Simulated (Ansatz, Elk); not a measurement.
# Bonding as seen by X-rays: MnAg2Br2Cl2, part 2 of 2

Structure refinements treat a crystal as free atoms side by side. For a made-up structure of MnAg2Br2Cl2 (cell and positions from a PBEsol relaxation) the runs below show what the calculated density changes in F(hkl).

Elk 11.2.3 (patched build); all-electron DFT.

So far. Step 2 (Ground state and structure factors): The ions are Mn2+, Ag+, Br− and Cl−, by formal charge.

The structure was built from a prototype and need not be the compound's stable phase.

## Step 5: Another functional

Level of this step: DFT, LDA (Perdew-Wang), all-electron APW+lo, Dirac cores, scalar-relativistic bands, static density, ferromagnetic start (Elk).

The difference from free atoms is small, so it is set against the change that LDA (Perdew-Wang) makes.

Input file elk.in:

```
tasks
  0
  195
  196

xctype
  3

spinpol
  .true.

rgkmax
  7.0

gmaxvr
  14.0

lmaxo
  7

lmaxapw
  8

swidth
  0.002

tshift
  .false.

ramdisk
  .false.

hmaxvr
  5.5

maxscl
  120

epspot
  1e-06

reducebf
  0.8

sppath
  './'

avec
  -5.03831879913 5.03831879913 11.54247015060
  5.03831879913 -5.03831879913 11.54247015060
  5.03831879913 5.03831879913 -11.54247015060

atoms
  4
  'Ag.in'
  2
  0.6102594514 0.6102594514 0.0000000000   0.000000 0.000000 0.000000
  0.3897405486 0.3897405486 0.0000000000   0.000000 0.000000 0.000000
  'Br.in'
  2
  0.0000000000 0.5000000000 0.5000000000   0.000000 0.000000 0.000000
  0.5000000000 0.0000000000 0.5000000000   0.000000 0.000000 0.000000
  'Mn.in'
  1
  0.0000000000 0.0000000000 -0.0000000000   0.000000 0.000000 -0.205000
  'Cl.in'
  2
  0.8080465032 0.8080465032 -0.0000000000   0.000000 0.000000 0.000000
  0.1919534968 0.1919534968 -0.0000000000   0.000000 0.000000 0.000000

ngridk
  5 5 5
```

Run with:

```
OMP_NUM_THREADS=4 elk
```

Numbers of over 12 decimals in the logs are rounded to 6 here.

What it wrote:

```text
┌─────────────────────────┐
│ Elk code version 11.2.3 │
└─────────────────────────┘

All units are atomic (Hartree, Bohr, etc.)

┌─────────────────────────────────────────────────┐
│ Ground-state run starting from atomic densities │
└─────────────────────────────────────────────────┘

Lattice vectors :
  -5.038318799       5.038318799       11.54247015
   5.038318799      -5.038318799       11.54247015
   5.038318799       5.038318799      -11.54247015

Reciprocal lattice vectors :
  0.5205754144E-17  0.6235398709      0.2721768055
[...]
total charge                :    223.0000000
 error                       :   0.1809370745E-02

Moments :
 interstitial                :   0.3542129464
 muffin-tins
  species : 1 (Ag)
[...]
species : 2 (Br)
[...]
species : 3 (Mn)
[...]
species : 4 (Cl)
   atom 1                    :   0.6357373678E-01
   atom 2                    :   0.6357373678E-01
 total in muffin-tins        :    4.580213791
 total moment                :    4.934426737

┌──────────────────────────────┐
│ Self-consistent loop stopped │
└──────────────────────────────┘

Wrote STATE.OUT
[key lines of the parts left out:]
total energy                :     -17908.613841572
```

Run time: 4.2 min. Hardware: 4 threads of Arm Neoverse V1, shared host; peak memory 0.62 GiB.

Against the first run R = 0.06 %; the largest change is -0.111 at 200. The moment goes from 4.97 to 4.93 μB.

## Step 6: Basis size

A smaller basis shows how fast F responds to it; the change is likely larger than the basis error of the first run, but doesn't show convergence.

Changes to elk.in since step 5:

```diff
@@ -6,3 +6,3 @@
 xctype
-  3
+  20
 
@@ -12,3 +12,3 @@
 rgkmax
-  7.0
+  5.5
```

Run with:

```
OMP_NUM_THREADS=4 elk
```

What it wrote:

```text
┌─────────────────────────┐
│ Elk code version 11.2.3 │
└─────────────────────────┘

All units are atomic (Hartree, Bohr, etc.)

┌─────────────────────────────────────────────────┐
│ Ground-state run starting from atomic densities │
└─────────────────────────────────────────────────┘

Lattice vectors :
  -5.038318799       5.038318799       11.54247015
   5.038318799      -5.038318799       11.54247015
   5.038318799       5.038318799      -11.54247015

Reciprocal lattice vectors :
  0.5205754144E-17  0.6235398709      0.2721768055
[...]
total charge                :    223.0000000
 error                       :   0.7712964183E-03

Moments :
 interstitial                :   0.3799222700
 muffin-tins
  species : 1 (Ag)
[...]
species : 2 (Br)
[...]
species : 3 (Mn)
[...]
species : 4 (Cl)
   atom 1                    :   0.5091295054E-01
   atom 2                    :   0.5091295054E-01
 total in muffin-tins        :    4.572512489
 total moment                :    4.952434759

┌──────────────────────────────┐
│ Self-consistent loop stopped │
└──────────────────────────────┘

Wrote STATE.OUT
[key lines of the parts left out:]
total energy                :     -17929.372382997
```

The job ended after 7.5 min (4 threads; peak memory 0.76 GiB).

Against the first run R = 0.06 %; the largest change is -0.165 at 200. The moment goes from 4.97 to 4.95 μB.

## Step 7: With a Hubbard U

A Hubbard U is put on the d shell, to see how far it moves the factors.

Changes to elk.in since step 6:

```diff
@@ -12,3 +12,3 @@
 rgkmax
-  5.5
+  7.0
 
@@ -72 +72,5 @@
   5 5 5
+
+dft+u
+  1 1
+  3 2 0.143322 0.000000
```

Run with:

```
OMP_NUM_THREADS=4 elk
```

What it wrote:

```text
┌─────────────────────────┐
│ Elk code version 11.2.3 │
└─────────────────────────┘

All units are atomic (Hartree, Bohr, etc.)

┌─────────────────────────────────────────────────┐
│ Ground-state run starting from atomic densities │
└─────────────────────────────────────────────────┘

Lattice vectors :
  -5.038318799       5.038318799       11.54247015
   5.038318799      -5.038318799       11.54247015
   5.038318799       5.038318799      -11.54247015

Reciprocal lattice vectors :
  0.5205754144E-17  0.6235398709      0.2721768055
[...]
error                       :   0.1866731609E-02

Moments :
 interstitial                :   0.2972530020
 muffin-tins
  species : 1 (Ag)
[...]
species : 2 (Br)
[...]
species : 3 (Mn)
[...]
species : 4 (Cl)
   atom 1                    :   0.3052806217E-01
   atom 2                    :   0.3052806217E-01
 total in muffin-tins        :    4.702611437
 total moment                :    4.999864439

┌──────────────────────────────┐
│ Self-consistent loop stopped │
└──────────────────────────────┘

Warning : forces or DFT+U at lmaxo under 8 : 7

Wrote STATE.OUT
[key lines of the parts left out:]
total energy                :     -17929.613706844
```

Run time: 10 min. Hardware: 4 threads; peak memory 0.8 GiB; 34 min of CPU time.

## Step 8: Settings against the effect

```
              run  R against the first run (%)  R against neutral atoms, low angle (%)  wall time
    PBE, rgkmax 7                         0.00                                    0.28    7.9 min
LDA (Perdew-Wang)                         0.06                                    0.30    4.2 min
       rgkmax 5.5                         0.06                                    0.28    7.5 min
```

## Step 9: Results

```json
{"R against neutral atoms, sin θ/λ < 0.3 Å⁻¹": "0.28 %", "R against neutral atoms, 0.3 to 0.66 Å⁻¹": "0.19 %", "R against ions, below 0.3 Å⁻¹": "0.25 %"}
```

What this shows: Independent neutral atoms miss the calculated amplitudes by R = 0.28 % below 0.3 Å⁻¹ and 0.19 % from there to 0.66 Å⁻¹; by shells, 0.40 % below 0.15 Å⁻¹ (3 forms), 0.27 % 0.15 to 0.3 (17 forms), 0.20 % 0.3 to 0.45 (36 forms), 0.18 % above 0.45 (93 forms). Bonding, aspherical density and the tables' own atoms all enter these figures, and the runs don't part them. The largest change of an amplitude is -0.51 electrons, at 103. Formal ions give R = 0.25 % at low angle, no better and no worse than neutral atoms. The magnetic order is that of the start. No other order was tried here, and an antiferromagnetic one would change or move the magnetic intensity. The window's part falls from 53.0 electrons at the origin to at most 1.14 between 0.45 and 0.66 Å⁻¹, where compact states inside the window still scatter. Below 0.3 Å⁻¹ the changes that finished (LDA (Perdew-Wang) and rgkmax 5.5) move F by R = 0.06 % at most, against the 0.28 % that separates it from free atoms. A single amplitude moves by up to 0.17 electrons, against 0.51 for the largest difference from free atoms. The magnetic factors move by R = 1.5 % (LDA (Perdew-Wang)) and 0.7 % (rgkmax 5.5). The k-mesh has no finished test. Part of the difference isn't bonding: the tables are fits to free atoms and ions calculated by other methods than this functional. Thermal motion, anomalous dispersion and extinction are left out.

[Logs are printed without paths, hosts, clocks, repeated set-up lines and the standing remarks that a program may print on its own settings, such as how far it seeks lower states.]

[Hosts, paths, dates, database ids (printed as entryN), source tags and the programs' standing remarks are cut or masked in the printed files.]
